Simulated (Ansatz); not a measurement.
# Decaying states in the gap of RbInH4

A new crystal, RbInH4: structure, gap and complex bands. It is built by putting In for B in the RbBH4 structure of space group F-43m, with the volume rescaled by atomic radii. The parent structure comes from the Materials Project.

Main program and level: Ansatz 0.2.0; PBE DFT, plane waves, PAW files, in the first sound run; inputs show where later runs differ.

This is a report of a sequence of runs, with most program output left out.

The structure was built from a prototype and need not be the compound's stable phase.

## 1. Starting point

Symmetry: F-43m, No. 216, cubic system. The conventional cell has a = 7.417 Å, b = 7.417 Å, c = 7.417 Å, α = 90.00°, β = 90.00°, γ = 90.00°. Rb has 12 H at 3.14 Å nearest. Nearest to In lie 4 H at 1.32 Å. H has 1 In at 1.32 Å and 6 H at 2.15 to 3.10 Å and 3 Rb at 3.14 Å nearest. It derives from RbBH4. In for B in the RbBH4 structure of space group F-43m. Farther neighbours are not listed.

## 2. Relaxing the new crystal

The substituted atoms don't fit the parent's cell, so cell and atoms relax together. A small smearing keeps the run stable in case the gap closes on the way.

The input, input.yaml:

```yaml
crystal:
  lattice:
    - [0.0, 3.7086046873, 3.7086046873]
    - [3.7086046873, 0.0, 3.7086046873]
    - [3.7086046873, 3.7086046873, 0.0]
  atoms:
    - { symbol: Rb, position: [0.0, 0.0, 0.0] }
    - { symbol: In, position: [0.5, 0.5, 0.5] }
    - { symbol: H, position: [0.3975848, 0.8072456, 0.3975848] }
    - { symbol: H, position: [0.3975848, 0.3975848, 0.8072456] }
    - { symbol: H, position: [0.3975848, 0.3975848, 0.3975848] }
    - { symbol: H, position: [0.8072456, 0.3975848, 0.3975848] }
kpoints:
  mp_grid: { grid: [6, 6, 6] }
scf:
  occupations: { method: gaussian, width: 0.03 }
hamiltonian:
  xc: pbe
output:
  forces: true
  stress: true
relax:
  f_tol: 0.02
  max_steps: 60
  cell: {}
```

Command:

```bash
ansatz run input.yaml --threads 2 --pin off --max-ram 4096MiB --backend cpu --events-out ev --progress --plain --runs-dir out
```

Run time: 12 s. Hardware: 2 threads of Intel Xeon Platinum 8259CL at 2.50GHz (Skylake/Cascade Lake), shared host; peak memory 0.44 GiB.

The steps of the relaxation:

```
step  energy less that of the first step (eV)  largest force component (eV/Å)  pressure (GPa)  volume (Å³)
   1                                   0.0000                          7.3334           36.20       102.01
   2                                  -6.7087                          2.2844           13.27       107.18
   3                                  -8.0032                          0.9394            4.61       123.76
   4                                  -8.3392                          0.2623            1.15       129.09
   5                                  -8.3737                          0.0535            0.15       129.70
   6                                  -8.3763                          0.0053           -0.02       128.85
  7*                                  -8.3974                          0.0041            0.04       128.85
```

Relaxation steps marked * repeat the geometry before them on a plane-wave basis chosen anew for their cell, so energy and pressure can jump there.

Forces are held to the 24 operations that the run works with; a distortion that breaks them can't arise in this run.

| conventional cell, symmetrised | before | after | change |
| --- | --- | --- | --- |
| a (Å) | 7.417 | 8.018 | +8.1 % |
| b (Å) | 7.417 | 8.018 | +8.1 % |
| c (Å) | 7.417 | 8.018 | +8.1 % |
| volume (Å³/atom) | 17.00 | 21.48 | +26.3 % |

The atoms that moved most (Å, as changes of fractional coordinates times the final cell):

```
atom      dx      dy      dz  length
  H3   0.203  -0.203   0.203   0.352
  H5  -0.203  -0.203  -0.203   0.352
  H6  -0.203   0.203   0.203   0.352
  H4   0.203   0.203  -0.203   0.352
```

The relaxed structure:

```xyz
6
Lattice="0.0000 4.0088 4.0088 4.0088 0.0000 4.0088 4.0088 4.0088 0.0000" Properties=species:S:1:pos:R:3 pbc="T T T"
Rb    0.0000    0.0000    0.0000
In    4.0088    4.0088    4.0088
H     5.0330    2.9847    5.0330
H     5.0330    5.0330    2.9847
H     2.9847    2.9847    2.9847
H     2.9847    5.0330    5.0330
```

Numbers from this step:

| Item | Value |
| --- | --- |
| free energy | -8928.7811 eV |
| Fermi energy | 2.367 eV |
| pressure | 0.03757 GPa |

The largest force component on a free atom ends at 0.0041 eV/Å.

## 3. The bulk crystal and its band edges

The energy window and the wavevectors of the next steps follow from the band edges, so these are searched first, off the mesh as well.

The input, input.yaml:

```yaml
crystal:
  lattice:
    - [0.0, 4.0088423445, 4.0088423445]
    - [4.0088423445, 0.0, 4.0088423445]
    - [4.0088423445, 4.0088423445, 0.0]
  atoms:
    - { symbol: Rb, position: [0.0, 0.0, 0.0] }
    - { symbol: In, position: [0.5, 0.5, 0.5] }
    - { symbol: H, position: [0.3722644643, 0.8832066072, 0.3722644643] }
    - { symbol: H, position: [0.3722644643, 0.3722644643, 0.8832066072] }
    - { symbol: H, position: [0.3722644643, 0.3722644643, 0.3722644643] }
    - { symbol: H, position: [0.8832066072, 0.3722644643, 0.3722644643] }
kpoints:
  mp_grid: { grid: [6, 6, 6] }
  band_path: { path: [VBM, CBM], npoints: 30 }
scf:
  occupations: { method: fixed }
hamiltonian:
  xc: pbe
output:
  eigenvalues: true
  write_potential: true
  write_density: true
  volumetric_format: npy
```

Run time: 5.7 s. Hardware: 2 threads; peak memory 0.37 GiB; 11 s of CPU time.

Numbers from this step:

```
Fermi energy        : 0.1642 eV
gap on the k-mesh   : 4.406 eV
gap on path         : 4.401 eV, by band count; negative where bands overlap
direct gap on path  : 4.601 eV
edge places on path : 0, 0.6694 1/A along the path
```

Electronic bands along the path, in eV, zero at the Fermi level (highest filled level under fixed occupations); v1 is the highest filled band, c1 the lowest empty one:

```csv
point,v4,v3,v2,v1,c1,c2,c3,c4
VBM,-4.89,0.00,0.00,0.00,4.70,5.75,5.75,5.75
halfway,-4.67,-0.66,-0.10,-0.10,4.74,5.54,6.51,6.51
CBM,-4.38,-1.29,-0.21,-0.21,4.40,5.72,7.92,7.93
```

The searched edges give 4.40 eV, against 4.41 eV on the mesh.

## 4. Complex bands, plane (111)

This step: PBE DFT, plane waves, PAW files; complex bands by layer matching along the plane's normal (Ansatz 0.2.0).

The same crystal is laid in a cell whose first two vectors span the (111) plane (indices of the standard conventional cell, whose axes can be ordered otherwise than in the bulk input). At fixed energy and wavevector in the plane the solver finds all kz, real and complex. A few wavevectors are listed, (0, 0), (0, -0.4271) and (0.5, 0) in units of the plane's reciprocal vectors; the slowest state needn't be among them.

The input, input.yaml:

```yaml
crystal:
  lattice:
    - [5.669359213, 0.0, 0.0]
    - [2.834679607, 4.909809102, 0.0]
    - [0.0, 3.273206068, 4.629012413]
  atoms:
    - { symbol: Rb, position: [0.0, 0.0, 0.0] }
    - { symbol: In, position: [0.5, 0.0, 0.5] }
    - { symbol: H, position: [0.1167933928, 0.2554710715, 0.3722644643] }
    - { symbol: H, position: [0.6277355357, 0.7445289286, 0.8832066072] }
    - { symbol: H, position: [0.6277355357, 0.7445289286, 0.3722644643] }
    - { symbol: H, position: [0.6277355357, 0.2554710715, 0.3722644643] }
kpoints:
  mp_grid: { grid: [6, 6, 6] }
scf:
  occupations: { method: fixed }
hamiltonian:
  xc: pbe
output:
  eigenvalues: true
  transmission:
    leads: [[0, 0]]
    kpoints: [[0.0, 0.0], [0.0, -0.4271], [0.5, 0.0]]
    e_range: [-1.0, 5.4]
    de: 0.11
```

The job ended after 73 s (2 threads; peak memory 0.78 GiB).

Numbers from this step:

```
level to which the leads are filled                       : 2.203 eV from the Fermi level
decay constant at the filling level, zone centre          : 0.3330 Å⁻¹
decay constant at the filling level, slowest listed point : 0.333 Å⁻¹
```

K parallel (0, 0); values up to 1.5 1/Å, a degenerate pair printed once or twice; energies at which all values exceed this have no row. Im kz of the slowest decaying states against energy, zero at the highest filled level on the SCF mesh:

```
energy (eV)  decay 1 (Å⁻¹)  decay 2 (Å⁻¹)  decay 3 (Å⁻¹)  decay 4 (Å⁻¹)
      -1.00          0.688           1.03           1.19              -
      -0.78          0.615           1.01           1.17              -
      -0.45          0.450          0.981           1.14              -
      -0.23          0.196          0.962           1.12              -
      -0.01          0.943           1.10              -              -
       0.32          0.184          0.441          0.914           1.07
       0.54          0.229          0.521          0.894           1.05
       0.76          0.261          0.572          0.874           1.03
       1.09          0.294          0.621          0.842          0.997
       1.31          0.309          0.644          0.820          0.972
       1.53          0.320          0.661          0.798          0.947
       1.86          0.330          0.681          0.763          0.906
       2.08          0.333          0.691          0.739          0.876
       2.30          0.333          0.701          0.714          0.843
       2.52          0.330          0.688          0.713          0.804
       2.85          0.321          0.646          0.735           1.47
       3.07          0.311          0.616          0.718           1.46
       3.29          0.298          0.585          0.699           1.44
       3.62          0.273          0.533          0.667           1.42
       3.84          0.250          0.495          0.643           1.40
       4.06          0.222          0.451          0.618           1.38
       4.39          0.161          0.370          0.575           1.36
       4.61         0.0886          0.291          0.542           1.34
       4.83          0.277          0.506           1.32              -
       5.16         0.0642          0.356          0.442           1.30
       5.38         0.0301          0.364          0.387           1.28
```

K parallel (0, -0.4271); values up to 1.5 1/Å, a degenerate pair printed once or twice; energies at which all values exceed this have no row. The Im kz of the slowest decaying states by energy, zero at the highest filled level on the SCF mesh:

```
energy (eV)  decay 1 (Å⁻¹)  decay 2 (Å⁻¹)  decay 3 (Å⁻¹)  decay 4 (Å⁻¹)
     -1.000          0.212          0.286          0.909          0.944
     -0.450          0.158          0.226          0.688          0.873
     -0.010          0.228          0.256          0.602          0.842
      0.540          0.363          0.389          0.802          0.806
      0.980          0.401          0.430          0.767          0.833
      1.530          0.420          0.451          0.720          0.832
      1.970          0.420          0.450          0.681          0.816
      2.520          0.406          0.432          0.628          0.786
      2.960          0.384          0.403          0.582          0.755
      3.510          0.342          0.343          0.519          0.709
      3.950          0.261          0.293          0.463          0.665
      4.500          0.189          0.386          0.601          0.829
      5.050          0.111          0.294          0.524          0.754
```

K parallel (0.5, 0); values up to 1.5 1/Å, a degenerate pair printed once or twice; energies at which all values exceed this have no row. Table of Im kz of the slowest decaying states by energy, zero at the highest filled level on the SCF mesh:

| energy (eV) | decay 1 (Å⁻¹) | decay 2 (Å⁻¹) | decay 3 (Å⁻¹) | decay 4 (Å⁻¹) |
| --- | --- | --- | --- | --- |
| -1.00 | 0.259 | 0.905 | 1.09 | 1.32 |
| -0.78 | 0.269 | 0.890 | 1.03 | 1.31 |
| -0.45 | 0.195 | 0.867 | 0.915 | 1.29 |
| -0.23 | 0.306 | 0.851 | 0.991 | 1.27 |
| -0.01 | 0.232 | 0.257 | 0.660 | 0.834 |
| 0.32 | 0.330 | 0.353 | 0.790 | 0.808 |
| 0.54 | 0.364 | 0.388 | 0.790 | 0.821 |
| 0.76 | 0.386 | 0.413 | 0.772 | 0.837 |
| 1.09 | 0.408 | 0.437 | 0.743 | 0.845 |
| 1.31 | 0.416 | 0.448 | 0.722 | 0.844 |
| 1.53 | 0.420 | 0.455 | 0.701 | 0.840 |
| 1.86 | 0.421 | 0.459 | 0.667 | 0.829 |
| 2.08 | 0.418 | 0.459 | 0.643 | 0.820 |
| 2.30 | 0.413 | 0.456 | 0.618 | 0.808 |
| 2.52 | 0.406 | 0.450 | 0.592 | 0.795 |
| 2.85 | 0.39 | 0.436 | 0.551 | 0.773 |
| 3.07 | 0.377 | 0.421 | 0.522 | 0.756 |
| 3.29 | 0.361 | 0.401 | 0.494 | 0.738 |
| 3.62 | 0.331 | 0.356 | 0.454 | 0.709 |
| 3.84 | 0.306 | 0.311 | 0.429 | 0.688 |
| 4.06 | 0.250 | 0.276 | 0.404 | 0.665 |
| 4.39 | 0.0549 | 0.215 | 0.366 | 0.627 |
| 4.61 | 0.150 | 0.337 | 0.600 | 0.814 |
| 4.83 | 0.303 | 0.571 | 0.785 | 0.846 |
| 5.16 | 0.109 | 0.239 | 0.522 | 0.740 |
| 5.38 | 0.131 | 0.178 | 0.486 | 0.707 |

At the listed wavevectors the last open channel is at -0.01 eV and the next at +4.50 eV on the grid. At +2.19 eV, the grid energy nearest the filling level (the middle of the gap on the SCF mesh), the slowest state at the listed wavevectors decays with κ = 0.333 Å⁻¹, its amplitude falling by e over 3.0 Å. Through 1 nm of this crystal that state's transmission falls by exp(−2 × 0.333 Å⁻¹ × 10 Å) = 0.0013.

## 5. Decaying states in the gap, plane (001)

The same for the (001) plane, at (0, 0), (-0.4271, 0.4271) and (0.5, 0), to see how the decay depends on direction.

The input, input.yaml:

```yaml
crystal:
  lattice:
    - [5.669359213, 0.0, 0.0]
    - [0.0, 5.669359213, 0.0]
    - [2.834679607, 2.834679607, 4.008842344]
  atoms:
    - { symbol: Rb, position: [0.0, 0.0, 0.0] }
    - { symbol: In, position: [0.5, 0.5, 0.0] }
    - { symbol: H, position: [0.6277355357, 0.8832066072, 0.7445289286] }
    - { symbol: H, position: [0.1167933928, 0.3722644643, 0.2554710715] }
    - { symbol: H, position: [0.6277355357, 0.3722644643, 0.7445289286] }
    - { symbol: H, position: [0.6277355357, 0.3722644643, 0.2554710715] }
kpoints:
  mp_grid: { grid: [6, 6, 6] }
scf:
  occupations: { method: fixed }
hamiltonian:
  xc: pbe
output:
  eigenvalues: true
  transmission:
    leads: [[0, 0]]
    kpoints: [[0.0, 0.0], [-0.4271, 0.4271], [0.5, 0.0]]
    e_range: [-1.0, 5.4]
    de: 0.11
```

Run time: 51 s. Hardware: 2 threads; peak memory 0.9 GiB.

This step gave:

| Quantity | Value |
| --- | --- |
| gap on the k-mesh | 4.405 eV |
| decay constant at the filling level, zone centre | 0.3248 Å⁻¹ |
| decay constant at the filling level, slowest listed point | 0.3248 Å⁻¹ |

K parallel (0, 0); values up to 1.5 1/Å, a degenerate pair printed once or twice; energies at which all values exceed this have no row. Table of Im kz of the slowest decaying states by energy, zero at the highest filled level on the SCF mesh:

```csv
energy (eV),decay 1 (Å⁻¹),decay 2 (Å⁻¹),decay 3 (Å⁻¹),decay 4 (Å⁻¹)
-1.000,0.588,0.818,1.10,-
-0.450,0.627,0.639,0.692,1.03
-0.010,0.653,0.857,0.953,1.48
0.540,0.227,0.490,0.699,0.837
0.980,0.279,0.552,0.735,0.905
1.530,0.312,0.577,0.688,0.904
1.970,0.323,0.577,0.644,0.897
2.520,0.322,0.561,0.581,0.881
2.960,0.310,0.521,0.538,0.863
3.510,0.280,0.429,0.499,0.837
3.950,0.237,0.328,0.458,0.811
4.500,0.132,0.189,0.392,0.729
5.050,0.213,0.300,0.632,0.731
```

K parallel (-0.4271, 0.4271); values up to 1.5 1/Å, a degenerate pair printed once or twice; energies at which all values exceed this have no row. Table of Im kz of the slowest decaying states by energy, zero at the highest filled level on the SCF mesh:

| energy (eV) | decay 1 (Å⁻¹) | decay 2 (Å⁻¹) | decay 3 (Å⁻¹) | decay 4 (Å⁻¹) |
| --- | --- | --- | --- | --- |
| -1.00 | 0.4 | 0.409 | 1.04 | 1.07 |
| -0.78 | 0.355 | 0.394 | 1.05 | 1.09 |
| -0.45 | 0.171 | 0.310 | 1.07 | 1.10 |
| -0.23 | 0.0041 | 1.07 | 1.11 | 1.42 |
| -0.01 | 0.239 | 0.294 | 0.320 | 1.08 |
| 0.32 | 0.333 | 0.385 | 0.416 | 1.08 |
| 0.54 | 0.366 | 0.416 | 0.445 | 1.09 |
| 0.76 | 0.389 | 0.435 | 0.462 | 1.09 |
| 1.09 | 0.412 | 0.452 | 0.474 | 1.09 |
| 1.31 | 0.423 | 0.458 | 0.475 | 1.08 |
| 1.53 | 0.430 | 0.461 | 0.473 | 1.08 |
| 1.86 | 0.436 | 0.459 | 0.465 | 1.08 |
| 2.08 | 0.436 | 0.455 | 0.457 | 1.08 |
| 2.30 | 0.431 | 0.449 | 0.449 | 1.08 |
| 2.52 | 0.419 | 0.441 | 0.443 | 1.08 |
| 2.85 | 0.393 | 0.424 | 0.436 | 1.08 |
| 3.07 | 0.370 | 0.410 | 0.430 | 1.06 |
| 3.29 | 0.344 | 0.394 | 0.422 | 1.05 |
| 3.62 | 0.295 | 0.348 | 0.380 | 0.408 |
| 3.84 | 0.254 | 0.297 | 0.381 | 0.396 |
| 4.06 | 0.202 | 0.243 | 0.373 | 0.382 |
| 4.39 | 0.0363 | 0.127 | 0.353 | 0.356 |
| 4.61 | 0.334 | 0.335 | 0.913 | 0.988 |
| 4.83 | 0.308 | 0.311 | 0.886 | 0.960 |
| 5.16 | 0.256 | 0.263 | 0.843 | 0.911 |
| 5.38 | 0.0719 | 0.206 | 0.214 | 0.812 |

K parallel (0.5, 0); values up to 1.5 1/Å, a degenerate pair printed once or twice; energies at which all values exceed this have no row. Table of Im kz of the slowest decaying states by energy, zero at the highest filled level on the SCF mesh:

| energy (eV) | decay 1 (Å⁻¹) | decay 2 (Å⁻¹) | decay 3 (Å⁻¹) | decay 4 (Å⁻¹) |
| --- | --- | --- | --- | --- |
| -1.00 | 0.182 | 0.792 | 0.844 | 1.41 |
| -0.67 | 0.235 | 0.709 | 0.807 | 1.38 |
| -0.34 | 0.108 | 0.547 | 0.766 | 1.34 |
| -0.01 | 0.305 | 0.545 | 0.717 | 1.30 |
| 0.32 | 0.501 | 0.638 | 0.656 | 1.26 |
| 0.54 | 0.590 | 0.687 | 1.23 | - |
| 0.87 | 0.610 | 0.712 | 1.18 | - |
| 1.20 | 0.623 | 0.722 | 1.13 | - |
| 1.53 | 0.631 | 0.724 | 1.08 | - |
| 1.86 | 0.637 | 0.721 | 1.02 | - |
| 2.19 | 0.642 | 0.712 | 0.957 | - |
| 2.52 | 0.647 | 0.700 | 0.883 | 1.49 |
| 2.85 | 0.650 | 0.684 | 0.801 | 1.46 |
| 3.18 | 0.578 | 0.665 | 0.713 | 0.727 |
| 3.51 | 0.491 | 0.643 | 0.666 | 0.767 |
| 3.84 | 0.417 | 0.614 | 0.617 | 0.784 |
| 4.06 | 0.364 | 0.582 | 0.597 | 0.786 |
| 4.39 | 0.270 | 0.532 | 0.565 | 0.780 |
| 4.72 | 0.106 | 0.481 | 0.527 | 0.766 |
| 5.05 | 0.423 | 0.483 | 0.745 | 1.22 |
| 5.38 | 0.0992 | 0.356 | 0.430 | 0.719 |

At the listed wavevectors the last open channel is at -0.01 eV and the next at +4.50 eV on the grid. At +2.19 eV, the grid energy nearest the filling level (the middle of the gap on the SCF mesh), the slowest state at the listed wavevectors decays with κ = 0.325 Å⁻¹, its amplitude falling by e over 3.1 Å; the first such run, plane (111), gave 0.333 Å⁻¹.

## 6. Band edges at another level

This step: PBEsol DFT, plane waves, PAW files (Ansatz 0.2.0).

The edges again with PBEsol, at the same atoms.

The input, input.yaml:

```yaml
crystal:
  lattice:
    - [0.0, 4.0088423445, 4.0088423445]
    - [4.0088423445, 0.0, 4.0088423445]
    - [4.0088423445, 4.0088423445, 0.0]
  atoms:
    - { symbol: Rb, position: [0.0, 0.0, 0.0] }
    - { symbol: In, position: [0.5, 0.5, 0.5] }
    - { symbol: H, position: [0.3722644643, 0.8832066072, 0.3722644643] }
    - { symbol: H, position: [0.3722644643, 0.3722644643, 0.8832066072] }
    - { symbol: H, position: [0.3722644643, 0.3722644643, 0.3722644643] }
    - { symbol: H, position: [0.8832066072, 0.3722644643, 0.3722644643] }
kpoints:
  mp_grid: { grid: [6, 6, 6] }
  band_path: { path: [VBM, CBM], npoints: 30 }
scf:
  occupations: { method: fixed }
hamiltonian:
  xc: pbesol
output:
  eigenvalues: true
```

Run time: 6.1 s. Hardware: 2 threads; peak memory 0.4 GiB; 12 s of CPU time.

This step gave:

* free energy: -8805.0479 eV
* Fermi energy: 0.1302 eV
* gap on the k-mesh: 4.291 eV
* gap on path: 4.285 eV, by band count; negative where bands overlap
* direct gap on path: 4.497 eV
* edge places on path: 0, 0.6612 1/A along the path

The electronic bands at the labelled points (eV, zero at the Fermi level (highest filled level under fixed occupations); v1 is the highest filled band, c1 the lowest empty one):

```
  point     v4     v3     v2     v1    c1    c2    c3    c4
    VBM  -4.98   0.00   0.00   0.00  4.50  5.61  5.61  5.61
halfway  -4.76  -0.67  -0.10  -0.10  4.63  5.36  6.37  6.37
    CBM  -4.46  -1.33  -0.22  -0.22  4.29  5.57  7.80  7.84
```

The searched edges give 4.29 eV, against 4.29 eV on the mesh.

[end of part 1 of 2]

[Logs are printed without paths, hosts, clocks, repeated set-up lines and the standing remarks that a program may print on its own settings, such as how far it seeks lower states.]

[Hosts, paths, dates, database ids (printed as entryN), source tags and the programs' standing remarks are cut or masked in the printed files.]
